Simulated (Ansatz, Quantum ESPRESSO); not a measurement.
# Rh (Fm-3m): electron–phonon coupling with Quantum ESPRESSO

What λ does ph.x give for Rh (Fm-3m), and how does it hang on the broadening? The first relaxation steps of the session are not shown, so no cell shown is the starting entry, unless a step says so.

Program: Ansatz 0.2.0 and Quantum ESPRESSO 7.5. Level of theory: DFT PBE, scalar-relativistic, plane waves, PAW; PAW set soft_1, in the first sound run; inputs show where later runs differ. Results are calculated unless marked as measured.

## (1) The cell after earlier relaxation steps

Symmetry: Fm-3m, No. 225, cubic system. Conventional cell: a = 3.836 Å, b = 3.836 Å, c = 3.836 Å, α = 90.00°, β = 90.00°, γ = 90.00°. Nearest to Rh lie 12 Rh at 2.71 Å.

Coordinates:

```cif
data_structure
_symmetry_space_group_name_H-M 'Fm-3m'
_symmetry_Int_Tables_number 225
_cell_length_a 3.8360
_cell_length_b 3.8360
_cell_length_c 3.8360
_cell_angle_alpha 90.000
_cell_angle_beta 90.000
_cell_angle_gamma 90.000
_cell_volume 56.45
loop_
_atom_site_label
_atom_site_type_symbol
_atom_site_symmetry_multiplicity
_atom_site_Wyckoff_symbol
_atom_site_fract_x
_atom_site_fract_y
_atom_site_fract_z
_atom_site_occupancy
Rh1 Rh 4 a 0.00000 0.00000 0.00000 1
```

## (2) Relaxation

Lattice constant and positions set the bands and the force constants, so the cell is relaxed first. Earlier relaxation steps are not shown.

input.yaml reads:

```yaml
crystal:
  lattice:
    - [0.0, 1.9179927686, 1.9179927686]
    - [1.9179927686, 0.0, 1.9179927686]
    - [1.9179927686, 1.9179927686, 0.0]
  atoms:
    - { symbol: Rh, position: [0.0, 0.0, 0.0] }
kpoints:
  mp_grid: { grid: [14, 14, 14] }
hamiltonian:
  xc: pbe
  pseudopotentials: { kind: paw, azcp: { folder: soft_1 } }
scf:
  occupations: { method: gaussian, width: 0.1 }
output:
  forces: true
  stress: true
  eigenvalues: true
relax:
  adjacent_minimum: "off"
  f_tol: 0.005
  max_steps: 80
  cell: { stress_tol: 0.05 }
```

On the command line:

```console
$ ansatz run input.yaml --threads 4 --pin off --max-ram 12288MiB --backend cpu --events-out ev --progress --plain --runs-dir out
```

Numbers of over 12 decimals in the logs are rounded to 6 here.

Log:

```text
[the first part of the log is left out]
  E_local      = -1498.009959  (includes V_loc(G=0)·N_el)
  E_nonlocal   = 298.163450
  E_hartree    = 555.574810
  E_xc         = -201.664340
  E_vxc        = -253.056203  (∫ρ·V_xc dr)
  E_paw        = -3603.239757  (= ΣΔE_a)
  E_vpaw       = -288.796050  (= ΣTr[D̂ρ^β])
  E_aug_tail   = 0.000178  (compensation charges beyond the density's cutoff)
  E_ewald      = -2490.530007
  E_smearing   = -0.006754  (= −TS)
  E_closure    = 0.000000  (closes the sum)
  Σ components = -6402.940049   (vs F -6402.940049, Δ=0.00e0)
--- Forces (eV/Å), atoms counted from 1 ---
  atom   1  Rh    -0.00000000     0.00000000    -0.00000000
  max |Σ_I F_I| component: 4.52e-32 eV/Å
--- Stress (GPa, compression-positive) ---
       -0.005804      -0.000000      -0.000000
       -0.000000      -0.005804      -0.000000
       -0.000000      -0.000000      -0.005804
  P = ⅓ Tr σ = -0.0058 GPa (-0.058 kbar)
--- Band table (eV; the first three rows and the last of 104) ---
  k-point 0: bands = ["-57.0076", "-24.4991", "-24.4991", "-24.4991", "14.0012", "18.8268", "18.8268", "18.8268", "20.8443", "20.8443", "37.6306", "42.8386", "42.8386"]
  k-point 1: bands = ["-57.0025", "-24.5338", "-24.5038", "-24.5038", "14.2010", "18.7413", "18.9040", "18.9040", "20.8030", "20.8030", "37.9076", "41.8262", "43.1230"]
  k-point 2: bands = ["-56.9884", "-24.6304", "-24.5170", "-24.5170", "14.7554", "18.5573", "19.0827", "19.0827", "20.7419", "20.7419", "38.5685", "39.9154", "43.9306"]
  k-point 103: bands = ["-56.8709", "-24.9909", "-24.9038", "-24.7563", "16.8592", "17.5861", "18.7320", "20.7579", "22.7622", "30.2871", "32.1750", "32.8860", "34.2640"]
--- Relaxed structure (3 steps of the walk, 3 accepted, 1 SCFs on fresh bases) ---
  F+E_penalty+E_count = -6402.94004857 eV   max|allowed force component| = 0.000e0 eV/Å   (the final SCF, on the basis selected at the relaxed cell)
  cell:  # Å, volume = 14.0508 Å³
    - [0, 1.915244, 1.915244]
    - [1.915244, 0, 1.915244]
    - [1.915244, 1.915244, 0]
  atoms:
    - { symbol: Rh, position: [0.0, 0.0, 0.0] }
```

It took 1.7 s on 4 threads of Arm Neoverse V1, shared host; peak memory 0.29 GiB.

The steps of the relaxation:

```tsv
step	energy less that of the first step (eV)	largest force component (eV/Å)	pressure (GPa)	volume (Å³)
1	0.0000	0.0000	-1.10	14.11
2	-0.0001	0.0000	0.97	14.00
3	-0.0003	0.0000	-0.01	14.05
4	-0.0002	0.0000	-0.01	14.05
```

The log counts 1 steps on a newly chosen plane-wave basis, not all of them marked here; energy and pressure can jump at such steps.

```tsv
conventional cell, symmetrised	before	after	change
a (Å)	3.836	3.830	-0.1 %
b (Å)	3.836	3.830	-0.1 %
c (Å)	3.836	3.830	-0.1 %
volume (Å³/atom)	14.11	14.05	-0.4 %
```

The relaxed structure:

```
Rh
1.0
     0.00000    1.91524    1.91524
     1.91524    0.00000    1.91524
     1.91524    1.91524    0.00000
Rh
1
Direct
  0.00000 0.00000 0.00000
```

This step gave:

| Quantity | Value |
| --- | --- |
| pressure | -0.005804 GPa |
| volume per atom | 14.05 Å³/atom |
| metallic on mesh | yes |
| gap on the k-mesh | 0 eV |

The largest force is now zero by symmetry and the largest stress component 0.0058 GPa.

## (3) Ground state with pw.x

ph.x needs a tightly converged ground state on the same k mesh; the cell is that of the step before.

This step: DFT PBE, scalar-relativistic, plane waves, GBRV ultrasoft pseudopotentials (Quantum ESPRESSO 7.5).

pw.in reads:

```
 &control
    calculation='scf',
    prefix='x',
    outdir='./tmp',
    pseudo_dir='./pseudo',
    tprnfor=.true.,
    tstress=.true.,
 /
 &system
    ibrav=0,
    nat=1,
    ntyp=1,
    ecutwfc=45.0,
    ecutrho=360.0,
    occupations='smearing',
    smearing='fd',
    degauss=0.00734986,
    nbnd=15,
 /
 &electrons
    conv_thr=1.0d-11,
    mixing_beta=0.5,
 /
ATOMIC_SPECIES
 Rh    102.9055  Rh.upf
CELL_PARAMETERS angstrom
     0.000000000    1.915244165    1.915244165
     1.915244165    0.000000000    1.915244165
     1.915244165    1.915244165    0.000000000
ATOMIC_POSITIONS crystal
 Rh     0.000000000   0.000000000   0.000000000
K_POINTS automatic
 15 15 15 0 0 0
```

On the command line:

```console
$ OMP_NUM_THREADS=1 mpirun -n 4 pw.x -nk 4 -in pw.in > pw.x.log
```

Log:

```text
Program PWSCF v.7.5

     This program is part of the open-source Quantum ESPRESSO suite
     for quantum simulation of materials; please cite
         "P. Giannozzi et al., J. Phys.:Condens. Matter 21 395502 (2009);
         "P. Giannozzi et al., J. Phys.:Condens. Matter 29 465901 (2017);
         "P. Giannozzi et al., J. Chem. Phys. 152 154105 (2020);
     in publications or presentations arising from this work. More details at

     Message from routine setup:
     using ibrav=0 with symmetry is DISCOURAGED, use correct ibrav instead

     G-vector sticks info
     --------------------
     sticks:   dense  smooth     PW     G-vecs:    dense   smooth      PW
     Sum         649     313    109                10969     3839     749

     Using Slab Decomposition

     bravais-lattice index     =            0
     lattice parameter (alat)  =       5.1184  a.u.
     unit-cell volume          =      94.8198 (a.u.)^3
     number of atoms/cell      =            1
     number of atomic types    =            1
     number of electrons       =        15.00
     number of Kohn-Sham states=           15
     kinetic-energy cutoff     =      45.0000  Ry
     charge density cutoff     =     360.0000  Ry
     scf convergence threshold =      1.0E-11
     mixing beta               =       0.5000
     number of iterations used =            8  plain     mixing
     Exchange-correlation=  SLA  PW   PBX  PBC
                           (   1   4   3   4   0   0   0)

     celldm(1)=   5.118445  celldm(2)=   0.000000  celldm(3)=   0.000000
     celldm(4)=   0.000000  celldm(5)=   0.000000  celldm(6)=   0.000000

     crystal axes: (cart. coord. in units of alat)
               a(1) = (   0.000000   0.707107   0.707107 )
               a(2) = (   0.707107   0.000000   0.707107 )
               a(3) = (   0.707107   0.707107   0.000000 )

     reciprocal axes: (cart. coord. in units 2 pi/alat)
               b(1) = ( -0.707107  0.707107  0.707107 )
               b(2) = (  0.707107 -0.707107  0.707107 )
               b(3) = (  0.707107  0.707107 -0.707107 )

     PseudoPot. # 1 for Rh read from file:
     ./pseudo/Rh.upf
     Pseudo is Ultrasoft + core correction, Zval = 15.0
     Using radial grid of  969 points,  7 beta functions with:
                l(1) =   0
                l(2) =   0
                l(3) =   1
                l(4) =   1
                l(5) =   2
                l(6) =   2
                l(7) =   2
     Q(r) pseudized with  8 coefficients,  rinner =    1.200   1.200   1.200
                                                       1.200   1.200

     atomic species   valence    mass     pseudopotential
     Rh               15.00   102.90550     Rh( 1.00)

     48 Sym. Ops., with inversion, found

   Cartesian axes

     site n.     atom                  positions (alat units)
         1        Rh     tau(   1) = (   0.0000000   0.0000000   0.0000000  )

     number of k points=   120  Fermi-Dirac smearing, width (Ry)=  0.0073

     Number of k-points >= 100: set verbosity='high' to print them.

     Dense  grid:    10969 G-vectors     FFT dimensions: (  32,  32,  32)

     Smooth grid:     3839 G-vectors     FFT dimensions: (  24,  24,  24)

     Initial potential from superposition of free atoms

     starting charge      14.4999, renormalised to      15.0000

     negative rho (up, down):  5.729E-02 0.000E+00
     Starting wfcs are   12 randomized atomic wfcs +    3 random wfcs

     per-process dynamical memory:    16.3 Mb

     Self-consistent Calculation

     iteration #  1     ecut=    45.00 Ry     beta= 0.50
     Davidson diagonalization with overlap
     ethr =  1.00E-02,  avg # of iterations =  4.8

     negative rho (up, down):  5.939E-02 0.000E+00

     total energy              =    -171.04750963 Ry
     estimated scf accuracy    <       0.55576031 Ry

     iteration #  2     ecut=    45.00 Ry     beta= 0.50
     Davidson diagonalization with overlap
     ethr =  3.71E-03,  avg # of iterations =  2.0

     negative rho (up, down):  5.917E-02 0.000E+00

     total energy              =    -171.19550251 Ry
     estimated scf accuracy    <       0.03628660 Ry

     iteration #  3     ecut=    45.00 Ry     beta= 0.50
     Davidson diagonalization with overlap
     ethr =  2.42E-04,  avg # of iterations =  1.9

     negative rho (up, down):  5.922E-02 0.000E+00

     total energy              =    -171.20351598 Ry
     estimated scf accuracy    <       0.00042061 Ry

     iteration #  4     ecut=    45.00 Ry     beta= 0.50
     Davidson diagonalization with overlap
     ethr =  2.80E-06,  avg # of iterations =  4.5

     negative rho (up, down):  5.920E-02 0.000E+00

     total energy              =    -171.20357605 Ry
     estimated scf accuracy    <       0.00001402 Ry

     iteration #  5     ecut=    45.00 Ry     beta= 0.50
     Davidson diagonalization with overlap
     ethr =  9.34E-08,  avg # of iterations =  1.9

     negative rho (up, down):  5.920E-02 0.000E+00

     total energy              =    -171.20357946 Ry
     estimated scf accuracy    <       0.00000027 Ry

     iteration #  6     ecut=    45.00 Ry     beta= 0.50
     Davidson diagonalization with overlap
     ethr =  1.82E-09,  avg # of iterations =  2.1

     negative rho (up, down):  5.920E-02 0.000E+00

     total energy              =    -171.20357951 Ry
     estimated scf accuracy    <       0.00000004 Ry

     iteration #  7     ecut=    45.00 Ry     beta= 0.50
     Davidson diagonalization with overlap
     ethr =  2.75E-10,  avg # of iterations =  1.8

     negative rho (up, down):  5.920E-02 0.000E+00

     total energy              =    -171.20357952 Ry
     estimated scf accuracy    <          2.2E-10 Ry

     iteration #  8     ecut=    45.00 Ry     beta= 0.50
     Davidson diagonalization with overlap
     ethr =  1.48E-12,  avg # of iterations =  3.0

     negative rho (up, down):  5.920E-02 0.000E+00

     total energy              =    -171.20357952 Ry
     estimated scf accuracy    <          1.9E-11 Ry

     iteration #  9     ecut=    45.00 Ry     beta= 0.50
     Davidson diagonalization with overlap
     ethr =  1.25E-13,  avg # of iterations =  1.5

     negative rho (up, down):  5.920E-02 0.000E+00

     End of self-consistent calculation

     Number of k-points >= 100: set verbosity='high' to print the bands.

     the Fermi energy is    20.7872 ev

!    total energy              =    -171.20357952 Ry
     estimated scf accuracy    <          2.9E-12 Ry
     smearing contrib. (-TS)   =      -0.00336858 Ry
     internal energy E=F+TS    =    -171.20021094 Ry

     The total energy is F=E-TS. E is the sum of the following terms:
     one-electron contribution =     -24.18051188 Ry
     hartree contribution      =      25.43259239 Ry
     xc contribution           =     -29.93886470 Ry
     ewald contribution        =    -142.51342676 Ry

     convergence has been achieved in   9 iterations

     negative rho (up, down):  5.920E-02 0.000E+00

     Forces acting on atoms (cartesian axes, Ry/au):

     atom    1 type  1   force =     0.00000000    0.00000000    0.00000000

     Total force =     0.000000     Total SCF correction =     0.000000

     Computing stress (Cartesian axis) and pressure

     negative rho (up, down):  5.920E-02 0.000E+00
          total   stress  (Ry/bohr**3)                   (kbar)     P=        7.85
   0.00005339  -0.00000000  -0.00000000            7.85       -0.00       -0.00
  -0.00000000   0.00005339  -0.00000000           -0.00        7.85       -0.00
  -0.00000000  -0.00000000   0.00005339           -0.00       -0.00        7.85

     Writing all to output data dir ./tmp/x.save/ :
     XML data file, charge density, pseudopotentials, collected wavefunctions

   JOB DONE.
```

Run time: 5 s. Hardware: 4 MPI ranks; 20 s of CPU time.

Numbers from this step:

```yaml
pressure: 0.7850 GPa
```

With these potentials, mesh and smearing the cell is at 0.78 GPa.

(Continued in part 2 of 4.)

[Logs are printed without paths, hosts, clocks, repeated set-up lines and the standing remarks that a program may print on its own settings, such as how far it seeks lower states.]

[Hosts, paths, dates, database ids (printed as entryN), source tags and the programs' standing remarks are cut or masked in the printed files.]
